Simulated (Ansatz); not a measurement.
# Cl-SiC-Cl chair bilayer (AA) in a perpendicular field, part 2 of 4

What dipole does a perpendicular field induce in the Cl-SiC-Cl chair bilayer (AA), and does the gap follow? A positive field points along +c.

Ansatz 0.2.0; plane-wave DFT, PBE-D3(BJ), Ansatz PAW.

So far, gap on the k-mesh (eV): step 2 (relaxation) 2.03.

## 3. Atoms held, field 0, start network

A sawtooth potential applies the field, turning back in the middle of the vacuum. With the dipole correction the typed value is the field outside the slab. The induced dipole is small, so the SCF threshold is tight.

The cell differs from the one that the last finished run ended in (c 55.367 → 29.840 Å).

File input.yaml:

```yaml
crystal:
  lattice:
    - [3.2481354519, 0.0, 0.0]
    - [-1.624067726, 2.8129678163, 0.0]
    - [0.0, 0.0, 29.8396603225]
  atoms:
    - { symbol: Cl, position: [0.6666666667, 0.3333333333, 0.3016120124] }
    - { symbol: C, position: [0.6666666667, 0.3333333333, 0.3629649193] }
    - { symbol: Si, position: [0.3333333333, 0.6666666667, 0.3813156509] }
    - { symbol: Cl, position: [0.3333333333, 0.6666666667, 0.4497083923] }
    - { symbol: Cl, position: [0.6666666667, 0.3333333333, 0.550304303] }
    - { symbol: C, position: [0.6666666667, 0.3333333333, 0.6116553423] }
    - { symbol: Si, position: [0.3333333333, 0.6666666667, 0.6299959318] }
    - { symbol: Cl, position: [0.3333333333, 0.6666666667, 0.6983879876] }
kpoints:
  mp_grid: { grid: [18, 18, 1] }
  band_path:
    path: [[0, 0, 0], [0.5, 0, 0], [0.33333333, 0.33333333, 0], [0, 0, 0]]
    npoints: 16
hamiltonian:
  xc: pbe
  dispersion: d3bj
scf:
  occupations: { method: fermi_dirac, width: 0.05 }
  convergence: { dr2_threshold: 1.0e-10 }
efield:
  axis: 3
  dipole_correction: true
  ramp_position: 0.97
  ramp_width: 0.06
  amplitude: 0
output:
  dos: { projected: true, e_range: [-6, 5] }
  bader: true
  write_potential: true
  write_density: true
  volumetric_format: npy
  elf: true
```

On the command line:

```bash
ansatz run input.yaml --threads 2 --pin off --max-ram 3072MiB --backend cpu --events-out ev --progress --plain --runs-dir out
```

Numbers of over 12 decimals in the logs are rounded to 6 here.

The program printed:

```text
[...]
Crystal: 8 atoms, lattice volume = 272.642 Å³
Basis set: ecut = 420 eV, 5439 PW (Γ)
Bands: 30, of which v1, the nominal top of the filled ones, is band 22 counted from 1 (21 counted from 0)
Symmetry: 6 space group operations
[...]
k-points: 37 of 324 (time reversal used)
[...]
SCF iter   1: F=—  HF=-6095.268601 eV  |F-HF|=—  |Δ(HF+E_count)|=         —  Δρ=2.80e-3  dr2=6.42e-2  ethr=1.77e-3  p=-0.027 e·Å  D=-1.80e-2 V/Å  ΔV_dip=0.54 eV  dr2_dipole=1.08e-2  V_vac-E_F(+/−)=5.06/4.52 eV  ⟨swp⟩=10.9  Hψ=7471  notcnv=0
efield: sawtooth ramp at fractional position 0.9700 (set: `efield.ramp_position`, or a place that a band, a saddle search or an elastic batch's reference lends), width 0.0600; the density the first Hamiltonian is built on has a dipole p = -0.027 e·Å; the dipole correction subtracts the counter field D = -1.80e-2 V/Å, which shifts the + side's vacuum level by +0.54 eV against the − side's; the planar-averaged density in the ramp window peaks in size at 2.8e-5 e/Å³
[...]
SCF iter   2: F=—  HF=-6095.256105 eV  |F-HF|=—  |Δ(HF+E_count)|=   1.25e-2  Δρ=1.67e-3  dr2=1.18e-2  ethr=1.46e-4  p=0.004 e·Å  D=2.57e-3 V/Å  ΔV_dip=-0.08 eV  dr2_dipole=3.31e-3  V_vac-E_F(+/−)=4.52/4.60 eV  ⟨swp⟩=3.5  Hψ=2132  notcnv=0  defer=120
[...]
SCF iter  11: F=-6095.254078 eV  HF=-6095.254078 eV  |F-HF|=1.09e-11  |Δ(HF+E_count)|=  3.70e-10  Δρ=1.26e-7  dr2=6.92e-11  ethr=1.00e-12  p=-0.019 e·Å  D=-1.24e-2 V/Å  ΔV_dip=0.37 eV  dr2_dipole=1.81e-11  V_vac-E_F(+/−)=4.58/4.21 eV  ⟨swp⟩=12.1  Hψ=4101  notcnv=0
SCF 1 converged in 11 iterations: F = -6095.254078 eV  dr2 = 6.92e-11
[...]
NSCF: frozen V_eff on 49 k-points
efield: sawtooth ramp at fractional position 0.9700 (kept from the solve that this one continues, or follows in the run), width 0.0600; the density the first Hamiltonian is built on has a dipole p = -0.019 e·Å; the dipole correction subtracts the counter field D = -1.24e-2 V/Å, which shifts the + side's vacuum level by +0.37 eV against the − side's; the planar-averaged density in the ramp window peaks in size at 3.3e-7 e/Å³
WARN: The output density's exchange-correlation potential varies sharply where the density is thin. Do not read a vacuum level from v_tot or v_xc, or from such a field of the output density. On a cell that repeats whose density bears no net charge and no dipole along the vacuum's axis use v_es (v_loc + v_h of the components); under efield.dipole_correction with no amplitude use v_es + v_field, which holds any externa [...]
SCF converged after 11 iterations
Free energy (F): -6095.254078 eV
[...]
Internal energy: -6095.254078 eV  (E = F + TS)
E sigma→0 (E₀):  -6095.254078 eV
Fermi energy:    1.136443 eV
Dipole field:    D = -0.012373 V/Å  (p = -0.018642 e·Å, saw-weighted, corrected)
Work function:   Φ+ = 4.5759 eV   Φ− = 4.2067 eV
Levels:          The Fermi level and band energies are counted from a zero that moves with the ramp; work functions are not
[...]
--- Band table (eV; the first three rows and the last of 37) ---
  k-point 0: bands = [... 18 lower, -0.0809, -0.0809, 0.0906, 0.0906, 2.1172, 2.4416, 3.1010, 3.4886, ... 4 higher]
  k-point 1: bands = [... 18 lower, -0.2273, -0.1101, -0.0562, 0.0621, 2.2161, 2.5740, 3.2489, 3.5831, ... 4 higher]
  k-point 2: bands = [... 18 lower, -0.6163, -0.4452, -0.1918, -0.0175, 2.4189, 2.8204, 3.5936, 3.8428, ... 4 higher]
  k-point 36: bands = [... 18 lower, -2.7402, -2.6206, -2.4312, -2.3768, 3.7703, 4.1530, 4.8759, 5.2058, ... 4 higher]
--- Bader charges: 8 sites ---
  site symbol  charge [e]  shift [e]
     0     Cl     -0.2077     0.0010
     1      C     -1.7702     0.0117
     2     Si      2.7102     0.0160
     3     Cl     -0.7312     0.0033
     4     Cl     -0.2066     0.0010
     5      C     -1.7724     0.0117
     6     Si      2.7110     0.0160
     7     Cl     -0.7331     0.0033
  estimated error of the sums over rays = 4.9e-4 e
```

Run time: 53 s. Hardware: 2 threads of Intel Xeon Platinum 8375C at 2.90GHz (Ice Lake), shared host; peak memory 0.72 GiB.

Numbers from this step:

```
dipole along the normal            : -0.01864 e·Å
gap along the path                 : 2.027 eV
smallest direct gap along the path : 2.027 eV
step between the vacuum levels     : 0.3692 eV
ionisation energy, upper face      : 5.622 eV
electron affinity, upper face      : 3.595 eV
ionisation energy, lower face      : 5.253 eV
gap, the smaller of path and mesh  : 2.027 eV
```

Running mean over a fixed 2.5 Å (it still follows the layers) of the planar mean; the ramp of the sawtooth is left out. Table of electron's electrostatic potential energy less the Fermi level by z:

```
z (Å)  electron's electrostatic potential energy less the Fermi level (eV)
  3.5                                                                 4.21
  4.0                                                                 4.21
  4.5                                                                 4.21
  5.0                                                                 4.21
  5.5                                                                 4.21
  6.0                                                                 4.20
  6.5                                                                 4.15
  7.0                                                                 3.84
  7.5                                                                 2.36
  8.0                                                               0.0599
  8.5                                                                -1.57
  9.0                                                                -2.54
  9.5                                                                -4.70
 10.0                                                                -7.38
 10.5                                                                -8.54
 11.0                                                                -8.67
 11.5                                                                -8.64
 12.0                                                                -8.19
 12.5                                                                -6.50
 13.0                                                                -4.10
 13.5                                                                -2.34
 14.0                                                                -1.46
 14.5                                                              -0.0972
 15.0                                                                0.557
 15.5                                                               -0.441
 16.0                                                                -1.62
 16.5                                                                -2.62
 17.0                                                                -5.00
 17.5                                                                -7.48
 18.0                                                                -8.42
 18.5                                                                -8.48
 19.0                                                                -8.43
 19.5                                                                -7.81
 20.0                                                                -5.94
 20.5                                                                -3.51
 21.0                                                                -1.93
 21.5                                                               -0.956
 22.0                                                                 1.02
 22.5                                                                 3.29
 23.0                                                                 4.35
 23.5                                                                 4.54
 24.0                                                                 4.57
 24.5                                                                 4.57
 25.0                                                                 4.58
 25.5                                                                 4.58
 26.0                                                                 4.58
 26.5                                                                 4.58
```

The density of states has structure finer than the step of the table below, so its rows give means over 0.25 eV, whole bins alone (the curve runs from -6 to 2.96 eV). Peaks (eV: height): -5.830: 7.20, -5.120: 13.3, -4.870: 15.7, -4.400: 7.10, -4.150: 9.91, 2.410: 8.17, 2.680: 7.74.

The density of states by energy, zero at the Fermi level of the run, which the smearing sets inside the gap; means over each step:

```
energy (eV)  density of states (states/eV a cell)
      -5.75                                  5.47
      -5.50                                  4.32
      -5.25                                  5.61
      -5.00                                  6.06
      -4.75                                  5.84
      -4.50                                  5.03
      -4.25                                  6.51
      -4.00                                  5.08
      -3.75                                  4.15
      -3.50                                  4.30
      -3.25                                  5.39
      -3.00                                  5.35
      -2.75                                  4.55
      -2.50                                  3.72
      -2.25                                  3.03
      -2.00                                  3.65
      -1.75                                  3.12
      -1.50                                  2.26
      -1.25                                  1.50
      -1.00                                 0.260
      -0.75                                     0
      -0.50                                     0
      -0.25                                     0
       0.00                                     0
       0.25                                     0
       0.50                                     0
       0.75                                     0
       1.00                                 0.121
       1.25                                 0.937
       1.50                                  2.34
       1.75                                  3.16
       2.00                                  3.33
       2.25                                  2.68
       2.50                                  5.65
       2.75                                  5.52
```

Projected DOS per atom over height of the atomic layer and energy from the Fermi level. Layers: Cl C Si Cl Cl C Si Cl from below.

Ten even steps from '_' (0.00 states/eV) to '@' (1.67 states/eV), each cell a mean:
```
::==--__==**--__
==++::__::--::__
..::::__::::--__
..::--____..::__
____..__________
________________
________________
________________
________________
________________
::______--..____
==..____**..__..
**..__..++..__..
==____====____**
==____##++____@@
++____@@==____##
==____**++____++
##::__**%%--..##
==--__**::--__**
====..@@--==..##
::==::::--++::==
--==::++----::##
```
Columns: height of the atomic layer (Å) from 9 to 20.8 (not evenly spaced); rows upwards: energy from the Fermi level (eV) from -5.96 to 2.95.

Electronic bands along the path, in eV, zero at the Fermi level of the run, which the smearing sets inside the gap:

```
  point  band 19  band 20  band 21  band 22  band 23  band 24  band 25  band 26
      Γ    -1.22    -1.22    -1.05    -1.05     0.98     1.31     1.96     2.35
halfway    -2.90    -2.68    -1.66    -1.47     1.66     1.88     2.41     2.70
      M    -3.26    -3.04    -2.03    -1.83     1.14     1.33     2.37     2.67
halfway    -3.83    -3.59    -2.76    -2.57     2.39     2.74     2.85     3.06
      K    -3.88    -3.76    -3.57    -3.51     2.63     3.02     3.74     4.07
halfway    -2.99    -2.79    -2.10    -1.92     2.01     2.23     3.48     3.67
      Γ    -1.22    -1.22    -1.05    -1.05     0.98     1.31     1.96     2.35
```

ELF in the ca plane at fractional y = 0.333, with atoms of Cl and C within 0.2 Å of it. It is the smooth field of the valence electrons, not physical close to the nuclei.

Values, 5 rows by 16 columns, each cell a mean:
```
0.00 0.00 0.00 0.00 0.00 0.11 0.75 0.79 0.56 0.76 0.17 0.32 0.15 0.41 0.86 0.57
0.00 0.00 0.00 0.00 0.00 0.13 0.70 0.55 0.57 0.44 0.11 0.03 0.02 0.47 0.57 0.72
0.00 0.00 0.00 0.00 0.00 0.12 0.75 0.79 0.57 0.76 0.17 0.31 0.15 0.41 0.85 0.58
0.00 0.00 0.00 0.00 0.00 0.03 0.30 0.37 0.25 0.57 0.36 0.77 0.49 0.12 0.43 0.18
0.00 0.00 0.00 0.00 0.00 0.02 0.27 0.34 0.23 0.56 0.36 0.79 0.51 0.11 0.40 0.16
```
Columns run along c (16.0 Å, from fractional 0.06 to 0.60 of the cell), rows up along a (3.2 Å). Atoms in or near the plane, at fractional coordinates: Cl at (0.30, 0.67), C at (0.36, 0.67), Cl at (0.55, 0.67).

Valence density in the ca plane at fractional y = 0.333, with atoms of Cl and C within 0.2 Å of it. It is the smooth field of the valence electrons, not physical close to the nuclei.

Ten even steps from '0' (0.0 e/Å³) to '9' (1.7 e/Å³), each cell a mean:
```
00000000000000146532344210001100001366322453
00000000000001489974698410000000003799855895
00000000000001572686799410000000003844967996
00000000000000389964588410000000002799745885
00000000000000145521244210011100001355312343
00000000000000011100112111123210000011000122
00000000000000000000011111123310000000000111
00000000000000011100122110122210000111101122
```
Columns run along c (16.0 Å, from fractional 0.10 to 0.64 of the cell), rows up along a (3.2 Å). Atoms in or near the plane, at fractional coordinates: Cl at (0.30, 0.67), C at (0.36, 0.67), Cl at (0.55, 0.67), C at (0.61, 0.67).

Electrostatic potential energy in the ca plane at fractional y = 0.333, with atoms of Cl and C within 0.2 Å of it. With pseudopotentials it is smooth inside the atoms' cores, unlike the true potential.

Ten even steps from '0' (-53 eV) to '9' (5 eV), each cell a mean:
```
99999999999999976688877899999999999866888778
99999999999999721157412799999999998411475126
99999999999999610036200699999999997200263004
99999999999999731257523799999999998411476226
99999999999999986789878889999999999877898878
99999999999999999999988789998899999999999887
99999999999999999999987788988899999999999877
99999999999999999999988889998999999999999888
```
Columns run along c (16.0 Å, from fractional 0.10 to 0.64 of the cell; values clipped at the 3rd and 97th percentile), rows up along a (3.2 Å). Atoms in or near the plane, at fractional coordinates: Cl at (0.30, 0.67), C at (0.36, 0.67), Cl at (0.55, 0.67), C at (0.61, 0.67).

The gap is 2.03 eV, with the valence edge 5.62 eV and the conduction edge 3.60 eV under the upper vacuum level.

## 4. Single point, field 0.1 V/Å

input.yaml, as its differences from that of step 3:

```diff
@@ -28,8 +28,6 @@
   dipole_correction: true
-  ramp_position: 0.97
-  ramp_width: 0.06
-  amplitude: 0
+  ramp_position: 0.9571
+  ramp_width: 0.0858
+  amplitude: 0.1
 output:
-  dos: { projected: true, e_range: [-6, 5] }
-  bader: true
   write_potential: true
@@ -37,2 +35 @@
   volumetric_format: npy
-  elf: true
```

The program printed:

```text
[...]
Crystal: 8 atoms, lattice volume = 272.642 Å³
Basis set: ecut = 420 eV, 5439 PW (Γ)
Bands: 30, of which v1, the nominal top of the filled ones, is band 22 counted from 1 (21 counted from 0)
Symmetry: 6 space group operations
[...]
k-points: 37 of 324 (time reversal used)
[...]
k-point 0: bands = [... 18 lower, -0.1902, -0.1902, 0.1627, 0.1627, 2.0265, 2.4919, 3.0267, 3.5364, ... 4 higher]
  k-point 1: bands = [... 18 lower, -0.3367, -0.2191, 0.0160, 0.1343, 2.1268, 2.6216, 3.1698, 3.6369, ... 4 higher]
  k-point 2: bands = [... 18 lower, -0.7258, -0.3728, -0.2999, 0.0548, 2.3297, 2.8672, 3.5028, 3.9098, ... 4 higher]
  k-point 36: bands = [... 18 lower, -2.8257, -2.7096, -2.3821, -2.3121, 3.7019, 4.1824, 4.8166, 5.2113, ... 4 higher]
[key lines of the parts left out:]
SCF converged after 13 iterations
Free energy (F): -6095.255043 eV
Fermi energy:    1.126642 eV
Dipole field:    D = 0.025179 V/Å  (p = 0.037938 e·Å, saw-weighted, corrected)
```

It took 20 s on 2 threads; peak memory 0.7 GiB; 39 s of CPU time.

The dipole is 0.0379 e·Å, 0.0566 e·Å from its value without field, and the gap 1.864 eV.

## 5. Single point, field -0.1 V/Å

input.yaml, as its differences from that of step 4:

```diff
@@ -30,3 +30,3 @@
   ramp_width: 0.0858
-  amplitude: 0.1
+  amplitude: -0.1
 output:
```

The program printed:

```text
[...]
Crystal: 8 atoms, lattice volume = 272.642 Å³
Basis set: ecut = 420 eV, 5439 PW (Γ)
Bands: 30, of which v1, the nominal top of the filled ones, is band 22 counted from 1 (21 counted from 0)
Symmetry: 6 space group operations
[...]
k-points: 37 of 324 (time reversal used)
[...]
k-point 0: bands = [... 18 lower, 0.0108, 0.0108, 0.0360, 0.0360, 2.1778, 2.4149, 3.1412, 3.4719, ... 4 higher]
  k-point 1: bands = [... 18 lower, -0.1335, -0.1129, -0.0195, 0.0082, 2.2756, 2.5498, 3.2911, 3.5630, ... 4 higher]
  k-point 2: bands = [... 18 lower, -0.5183, -0.5060, -0.1040, -0.0694, 2.4787, 2.7978, 3.6425, 3.8133, ... 4 higher]
  k-point 36: bands = [... 18 lower, -2.6893, -2.5671, -2.4457, -2.4048, 3.8018, 4.1591, 4.9017, 5.1639, ... 4 higher]
[key lines of the parts left out:]
SCF converged after 13 iterations
Free energy (F): -6095.258770 eV
Fermi energy:    1.150208 eV
Dipole field:    D = -0.049920 V/Å  (p = -0.075215 e·Å, saw-weighted, corrected)
```

Run time: 20 s. Hardware: 2 threads; peak memory 0.69 GiB; 40 s of CPU time.

The dipole is -0.0752 e·Å, -0.0566 e·Å from its value without field, and the gap 2.142 eV.

## 6. Single point, field 0.2 V/Å

input.yaml, as its differences from that of step 5:

```diff
@@ -30,3 +30,3 @@
   ramp_width: 0.0858
-  amplitude: -0.1
+  amplitude: 0.2
 output:
```

The program printed:

```text
[...]
Crystal: 8 atoms, lattice volume = 272.642 Å³
Basis set: ecut = 420 eV, 5439 PW (Γ)
Bands: 30, of which v1, the nominal top of the filled ones, is band 22 counted from 1 (21 counted from 0)
Symmetry: 6 space group operations
[...]
k-points: 37 of 324 (time reversal used)
[...]
k-point 0: bands = [... 18 lower, -0.2997, -0.2997, 0.2349, 0.2349, 1.9245, 2.5419, 2.9416, 3.5951, ... 4 higher]
  k-point 1: bands = [... 18 lower, -0.4462, -0.3283, 0.0883, 0.2067, 2.0248, 2.6713, 3.0803, 3.7003, ... 4 higher]
  k-point 2: bands = [... 18 lower, -0.8351, -0.4084, -0.3004, 0.1278, 2.2267, 2.9209, 3.4026, 3.9820, ... 4 higher]
  k-point 36: bands = [... 18 lower, -2.9121, -2.8059, -2.3205, -2.2386, 3.6136, 4.2307, 4.7444, 5.1507, ... 4 higher]
[key lines of the parts left out:]
SCF converged after 13 iterations
Free energy (F): -6095.261665 eV
Fermi energy:    1.112297 eV
Dipole field:    D = 0.062733 V/Å  (p = 0.094520 e·Å, saw-weighted, corrected)
```

Run time: 20 s. Hardware: 2 threads; peak memory 0.71 GiB.

The dipole is 0.0945 e·Å, 0.113 e·Å from its value without field, and the gap 1.690 eV.

[end of part 2 of 4]

[Logs are printed without paths, hosts, clocks, repeated set-up lines and the standing remarks that a program may print on its own settings, such as how far it seeks lower states.]

[Hosts, paths, dates, database ids (printed as entryN), source tags and the programs' standing remarks are cut or masked in the printed files.]

[Maps of the electrostatic potential energy from Ansatz leave out the sawtooth potential of an applied field or a dipole correction, so their vacuum need not be flat; planar profiles and work functions include it.]

[The density of states shown here was stored with 400 of the rows of the run's finer table, so its peaks can read low, often by over a quarter, or be missed, and its means over a window can be off by a tenth or more.]
